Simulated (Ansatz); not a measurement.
# What PbO (model cell, started as CsCl type) distorts into, part 2 of 3

Aim: this structure of PbO (model cell, started as CsCl type) is to be tested for unstable modes, and one is followed downhill.

Ansatz 0.2.0; DFT LDA, scalar-relativistic, plane waves, PAW.

So far, highest frequency on path, mesh or solved points (cm⁻¹): step 2 (the dispersion) 384. Also lowest frequency on the path (cm⁻¹): step 2 -208.

The structure was built from a prototype and need not be the compound's stable phase.

## (5) Energy along the mode, all amplitudes (two of the runs are shown above)

An imaginary frequency means negative curvature, so the energy should fall and then rise again as anharmonic terms take over.

This step gave:

* depth at the lowest point sampled: 68.70 meV/atom
* largest atomic shift at that point: 0.45 Å

Table of energy from the parent by largest atomic shift:

| largest atomic shift (Å) | energy from the parent (meV/atom) |
| --- | --- |
| 0.000 | 0 |
| 0.040 | -1.08 |
| 0.080 | -4.23 |
| 0.140 | -12.3 |
| 0.220 | -27.6 |
| 0.320 | -48.9 |
| 0.450 | -68.7 |
| 0.600 | -64.5 |

Displacement at unit largest shift by atom:

| atom | x (Å) | y (Å) | z (Å) | size |
| --- | --- | --- | --- | --- |
| Pb1 | 0.00 | -0.08 | 0.00 | 0.08 |
| O2 | 0.00 | 1.00 | 0.00 | 1.00 |

The lowest step is at 0.45 Å, 68.7 meV/atom below the parent, and the energy rises beyond it.

## (6) Relaxing from the distorted cell

Starting from the lowest point found, all atoms and the cell are let go, so that strain and other modes of the same symmetry can join in.

input.yaml

```yaml
crystal:
  lattice:
    - [3.1241775346, 0.0, 0.0]
    - [0.0, 3.1241775346, 0.0]
    - [0.0, 0.0, 3.1241775346]
  atoms:
    - { symbol: Pb, position: [0.0, -0.0111219233, 0.0] }
    - { symbol: O, position: [0.5, 0.6440379092, 0.5] }
kpoints:
  mp_grid: { grid: [12, 12, 12] }
hamiltonian:
  xc: lda
scf:
  occupations: { method: fixed }
output:
  forces: true
  stress: true
  eigenvalues: true
relax:
  adjacent_minimum: "off"
  f_tol: 0.002
  max_steps: 120
  cell: { stress_tol: 0.03 }
```

Command:

```bash
$ ansatz run input.yaml --threads 4 --pin off --max-ram 7168MiB --backend cpu --events-out ev --progress --plain --runs-dir out
```

The log of the run:

```text
[...]
Crystal: 2 atoms, lattice volume = 30.493 Å³
Basis set: ecut = 420 eV, 619 PW (Γ)
Bands: 14, of which v1, the nominal top of the filled ones, is band 10 counted from 1 (9 counted from 0)
Symmetry: 8 space group operations
[...]
k-points: 196 of 1728 (time reversal used)
[...]
SCF iter   1: F=—  HF=-12156.519949 eV  |F-HF|=—  |Δ(HF+E_count)|=         —  Δρ=1.45e-2  dr2=6.02e-2  ethr=1.77e-3  ⟨swp⟩=4.8  Hψ=13171  notcnv=0  defer=360
[...]
SCF iter   7: F=-12156.505163 eV  HF=-12156.505163 eV  |F-HF|=7.18e-9  |Δ(HF+E_count)|=   4.20e-8  Δρ=5.73e-6  dr2=8.43e-9  ethr=5.00e-10  ⟨swp⟩=8.7  Hψ=16694  notcnv=0
SCF 1 converged in 7 iterations: F = -12156.505163 eV  dr2 = 8.43e-9
[...]
relax step   1: F+E_penalty+E_count = -12156.50516303 eV  Δ(F+E_penalty+E_count) = +0.000e0 eV  max|allowed force component| = 1.551e-1 eV/Å  Δτ_max = 0.0000 Å  P = +5.014 GPa  Ω = 30.493 Å³  (7 SCF iters, dr2 threshold 1.00e-7 eV, accepted)
Crystal: 2 atoms, lattice volume = 32.956 Å³
Basis set: ecut = 420 eV, 643 PW (Γ)
[...]
SCF iter   6: F=-12156.554220 eV  HF=-12156.554220 eV  |F-HF|=5.36e-9  |Δ(HF+E_count)|=   2.59e-7  Δρ=8.21e-6  dr2=1.43e-8  ethr=1.00e-9  ⟨swp⟩=8.1  Hψ=16867  notcnv=0
SCF 2 converged in 6 iterations: F = -12156.554220 eV  dr2 = 1.43e-8
[...]
relax step   2: F+E_penalty+E_count = -12156.55422043 eV  Δ(F+E_penalty+E_count) = -4.906e-2 eV  max|allowed force component| = 2.467e-1 eV/Å  Δτ_max = 0.0486 Å  P = -1.722 GPa  Ω = 32.956 Å³  energy of the carried Pulay correction = -8.287e-3 eV  (6 SCF iters, dr2 threshold 2.00e-7 eV, accepted)
Crystal: 2 atoms, lattice volume = 33.165 Å³
Basis set: ecut = 420 eV, 659 PW (Γ)
[...]
SCF iter   5: F=-12156.558723 eV  HF=-12156.558723 eV  |F-HF|=1.13e-8  |Δ(HF+E_count)|=   1.50e-7  Δρ=1.52e-5  dr2=3.44e-8  ethr=1.00e-9  ⟨swp⟩=8.3  Hψ=17319  notcnv=0
SCF 3 converged in 5 iterations: F = -12156.558723 eV  dr2 = 3.44e-8
relax step   3: F+E_penalty+E_count = -12156.55872296 eV  Δ(F+E_penalty+E_count) = -4.503e-3 eV  max|allowed force component| = 2.263e-1 eV/Å  Δτ_max = 0.0090 Å  P = -1.742 GPa  Ω = 33.165 Å³  energy of the carried Pulay correction = -8.962e-3 eV  (5 SCF iters, dr2 threshold 2.00e-7 eV, accepted)
[... from here on, the SCF cycles and remarks between the steps are left out ...]
relax step   4: F+E_penalty+E_count = -12156.56641596 eV  Δ(F+E_penalty+E_count) = -7.693e-3 eV  max|allowed force component| = 3.202e-2 eV/Å  Δτ_max = 0.0512 Å  P = -0.401 GPa  Ω = 33.685 Å³  energy of the carried Pulay correction = -1.062e-2 eV  (6 SCF iters, dr2 threshold 2.00e-7 eV, accepted)
relax step   5: F+E_penalty+E_count = -12156.56835083 eV  Δ(F+E_penalty+E_count) = -1.935e-3 eV  max|allowed force component| = 5.754e-3 eV/Å  Δτ_max = 0.0138 Å  P = +0.063 GPa  Ω = 33.323 Å³  energy of the carried Pulay correction = -9.467e-3 eV  (5 SCF iters, dr2 threshold 2.00e-7 eV, accepted)
relax step   6: F+E_penalty+E_count = -12156.56829327 eV  Δ(F+E_penalty+E_count) = +5.755e-5 eV  max|allowed force component| = 1.636e-4 eV/Å  Δτ_max = 0.0017 Å  P = +0.001 GPa  Ω = 33.354 Å³  energy of the carried Pulay correction = -9.565e-3 eV  (5 SCF iters, dr2 threshold 4.68e-8 eV, accepted)
relax step   7: F+E_penalty+E_count = -12156.58625890 eV  Δ(F+E_penalty+E_count) = -1.797e-2 eV  max|allowed force component| = 1.509e-3 eV/Å  Δτ_max = 0.0000 Å  P = +0.709 GPa  Ω = 33.354 Å³  stress off target by 1.23e0 GPa  SCF on the basis re-selected at this cell (its energy is not comparable with the rows above)  (8 SCF iters)
relax step   8: F+E_penalty+E_count = -12156.58668092 eV  Δ(F+E_penalty+E_count) = -4.220e-4 eV  max|allowed force component| = 3.742e-4 eV/Å  Δτ_max = 0.0093 Å  P = +0.182 GPa  Ω = 33.809 Å³  energy of the carried Pulay correction = -1.553e-3 eV  (5 SCF iters, dr2 threshold 2.00e-7 eV, accepted)
relax step   9: F+E_penalty+E_count = -12156.58625402 eV  Δ(F+E_penalty+E_count) = +4.269e-4 eV  max|allowed force component| = 6.092e-3 eV/Å  Δτ_max = 0.0023 Å  P = -0.028 GPa  Ω = 33.967 Å³  energy of the carried Pulay correction = -2.120e-3 eV  (4 SCF iters, dr2 threshold 2.00e-7 eV, accepted)
relax step  10: F+E_penalty+E_count = -12156.58622463 eV  Δ(F+E_penalty+E_count) = +2.938e-5 eV  max|allowed force component| = 1.838e-4 eV/Å  Δτ_max = 0.0011 Å  P = +0.002 GPa  Ω = 33.977 Å³  energy of the carried Pulay correction = -2.156e-3 eV  (5 SCF iters, dr2 threshold 2.44e-9 eV, accepted)
relax step  11: F+E_penalty+E_count = -12156.58851755 eV  Δ(F+E_penalty+E_count) = -2.293e-3 eV  max|allowed force component| = 2.058e-5 eV/Å  Δτ_max = 0.0000 Å  P = +0.034 GPa  Ω = 33.977 Å³  stress off target by 1.04e-1 GPa  SCF on the basis re-selected at this cell (its energy is not comparable with the rows above)  (6 SCF iters)
relax step  12: F+E_penalty+E_count = -12156.58839116 eV  Δ(F+E_penalty+E_count) = +1.264e-4 eV  max|allowed force component| = 1.937e-4 eV/Å  Δτ_max = 0.0008 Å  P = +0.002 GPa  Ω = 34.021 Å³  energy of the carried Pulay correction = -1.430e-4 eV  (4 SCF iters, dr2 threshold 2.71e-8 eV, accepted)
[...]
SCF iter   5: F=-12156.588559 eV  HF=-12156.588559 eV  |F-HF|=0.00e0  |Δ(HF+E_count)|=  1.91e-10  Δρ=1.19e-7  dr2=1.29e-12  ethr=1.00e-12  ⟨swp⟩=10.3  Hψ=18023  notcnv=0
SCF 13 converged in 5 iterations: F = -12156.588559 eV  dr2 = 1.29e-12
relax step  13: F+E_penalty+E_count = -12156.58855883 eV  Δ(F+E_penalty+E_count) = -1.677e-4 eV  max|allowed force component| = 2.213e-4 eV/Å  Δτ_max = 0.0000 Å  P = +0.003 GPa  Ω = 34.021 Å³  stress off target by 1.51e-2 GPa  SCF on the basis re-selected at this cell (its energy is not comparable with the rows above)  (5 SCF iters)
[...]
SCF converged after 5 iterations
Free energy (F): -12156.588559 eV
[...]
Internal energy: -12156.588559 eV  (E = F + TS)
E sigma→0 (E₀):  -12156.588559 eV
Fermi energy:    10.185778 eV
[...]
--- Forces (eV/Å), atoms counted from 1 ---
  atom   1  Pb    -0.00000000    -0.00022100     0.00000000
  atom   2  O     -0.00000000     0.00022153    -0.00000000
  max |Σ_I F_I| component: 5.30e-7 eV/Å
--- Stress (GPa, compression-positive) ---
       -0.002337       0.000000      -0.000000
        0.000000       0.015134      -0.000000
       -0.000000      -0.000000      -0.002337
  P = ⅓ Tr σ = 0.0035 GPa (0.035 kbar)
--- Band table (eV; the first three rows and the last of 196) ---
  k-point 0: bands = [... 6 lower, 2.4367, 7.8055, 7.8055, 8.6108, 15.0013, 19.4910, 19.4910, 20.2437]
  k-point 1: bands = [... 6 lower, 2.3556, 7.7787, 7.8667, 8.6548, 15.1758, 18.1910, 19.4243, 21.1587]
  k-point 2: bands = [... 6 lower, 2.1230, 7.7570, 8.0353, 8.7681, 15.6172, 16.4630, 19.2386, 21.5654]
  k-point 195: bands = [... 6 lower, 6.1329, 6.1329, 6.4201, 8.1077, 11.4533, 13.0896, 13.0896, 21.8842]
--- Relaxed structure (10 steps of the walk, 10 accepted, 3 SCFs on fresh bases) ---
  F+E_penalty+E_count = -12156.58855883 eV   max|allowed force component| = 2.213e-4 eV/Å   (the final SCF, on the basis selected at the relaxed cell)
  cell:  # Å, volume = 34.0206 Å³
    - [3.163939, 0, 0]
    - [0, 3.398484, 0.0]
    - [0, 0.0, 3.163939]
  atoms:
    - { symbol: Pb, position: [0, -0.046355, 0.0] }
    - { symbol: O, position: [0.5, 0.679271, 0.5] }
```

Wall time 28 s (4 threads of Arm Neoverse V2, shared host); peak memory 0.44 GiB; 1.8 min of CPU time.

Relaxation path:

| step | energy less that of the first step (eV) | largest force component (eV/Å) | pressure (GPa) | volume (Å³) |
| --- | --- | --- | --- | --- |
| 1 | 0.0000 | 0.1551 | 5.01 | 30.49 |
| 2 | -0.0491 | 0.2467 | -1.72 | 32.96 |
| 3 | -0.0536 | 0.2263 | -1.74 | 33.17 |
| 4 | -0.0613 | 0.0320 | -0.40 | 33.69 |
| 5 | -0.0632 | 0.0058 | 0.06 | 33.32 |
| 6 | -0.0631 | 0.0002 | 0.00 | 33.35 |
| 7* | -0.0811 | 0.0015 | 0.71 | 33.35 |
| 8 | -0.0815 | 0.0004 | 0.18 | 33.81 |
| 9 | -0.0811 | 0.0061 | -0.03 | 33.97 |
| 10 | -0.0811 | 0.0002 | 0.00 | 33.98 |
| 11* | -0.0834 | 0.0000 | 0.03 | 33.98 |
| 12 | -0.0832 | 0.0002 | 0.00 | 34.02 |
| 13* | -0.0834 | 0.0002 | 0.00 | 34.02 |

Relaxation steps marked * repeat the geometry before them on a plane-wave basis chosen anew for their cell, so energy and pressure can jump there.

The run keeps the 8 symmetry operations that the program found, so distortions that break them were not tested.

| conventional cell, symmetrised | before | after | change |
| --- | --- | --- | --- |
| a (Å) | 3.124 | 3.164 | +1.3 % |
| b (Å) | 3.124 | 3.164 | +1.3 % |
| c (Å) | 3.124 | 3.398 | +8.8 % |
| volume (Å³/atom) | 15.25 | 17.01 | +11.6 % |

The atoms that moved most (Å, as changes of fractional coordinates times the final cell):

| atom | dx | dy | dz | length |
| --- | --- | --- | --- | --- |
| Pb1 | 0.000 | -0.120 | 0.000 | 0.120 |
| O2 | 0.000 | 0.120 | 0.000 | 0.120 |

The relaxed structure:

```
Pb O
1.0
     3.16394    0.00000    0.00000
     0.00000    3.39848    0.00000
     0.00000    0.00000    3.16394
Pb O
1 1
Direct
  0.00000 0.95365 0.00000
  0.50000 0.67927 0.50000
```

This step gave:

| Property | Result |
| --- | --- |
| pressure | 0.003487 GPa |
| gap on the k-mesh | 0.6601 eV |
| volume per atom | 17.01 Å³ |

The distorted start has space group P4mm; the relaxation ends in P4mm.

## (7) The new phase in its own primitive cell

The relaxed structure is symmetrised, reduced to its primitive cell and relaxed tightly, as its phonons need.

input.yaml, the sections that differ from step 6:

```yaml
crystal:
  lattice:
    - [3.1639393889, 0.0, 0.0]
    - [0.0, 3.1639393889, 0.0]
    - [0.0, 0.0, 3.3984836718]
  atoms:
    - { symbol: Pb, position: [0.0, 0.0, 0.0463546057] }
    - { symbol: O, position: [0.5, 0.5, 0.3207294084] }
kpoints:
  mp_grid: { grid: [8, 8, 8] }
relax:
  adjacent_minimum: "off"
  f_tol: 0.001
  max_steps: 60
  cell: { stress_tol: 0.01 }
# hamiltonian, scf, output: as in step 6
```

The log of the run:

```text
[...]
Crystal: 2 atoms, lattice volume = 34.021 Å³
Basis set: ecut = 420 eV, 675 PW (Γ)
Bands: 14, of which v1, the nominal top of the filled ones, is band 10 counted from 1 (9 counted from 0)
Symmetry: 8 space group operations
[...]
k-points: 75 of 512 (time reversal used)
[...]
k-point 74: bands = [... 6 lower, 6.1148, 6.1148, 6.4009, 8.0953, 11.4439, 13.0837, 13.0837, 21.8594]
--- Relaxed structure (4 steps of the walk, 4 accepted, 2 SCFs on fresh bases) ---
[...]
cell:  # Å, volume = 34.0525 Å³
    - [3.164363, 0.0, 0]
    - [0.0, 3.164363, 0.0]
    - [0, 0.0, 3.400768]
  atoms:
    - { symbol: Pb, position: [0, 0.0, 0.046664] }
    - { symbol: O, position: [0.5, 0.5, 0.320420] }
[key lines of the parts left out:]
SCF converged after 6 iterations
Free energy (F): -12156.588076 eV
Fermi energy:    10.170298 eV
P = ⅓ Tr σ = 0.0001 GPa (0.001 kbar)
```

It took 5.4 s on 4 threads; peak memory 0.37 GiB.

Little changed from the start: no atom moved by 0.005 Å and no cell edge by 0.1 %.

Numbers from this step:

- pressure: 1.42e-4 GPa
- gap on the k-mesh: 0.6646 eV
- volume per atom: 17.03 Å³
- direct gap on mesh: 0.6646 eV

The largest force component left is 0.26 meV/Å and the pressure is 0.000 GPa, within the tolerances set. The cell now holds 17.03 Å³/atom.

(Part 2 of 3 ends here.)

[Long decimals in the printed logs are rounded to 6 places.]

[Logs are printed without paths, hosts, clocks, repeated set-up lines and the standing remarks that a program may print on its own settings, such as how far it seeks lower states.]

[Hosts, paths, dates, database ids (printed as entryN), source tags and the programs' standing remarks are cut or masked in the printed files.]

[Where the starting crystal was built by hand or by swapping elements, it need not be the compound's stable phase.]
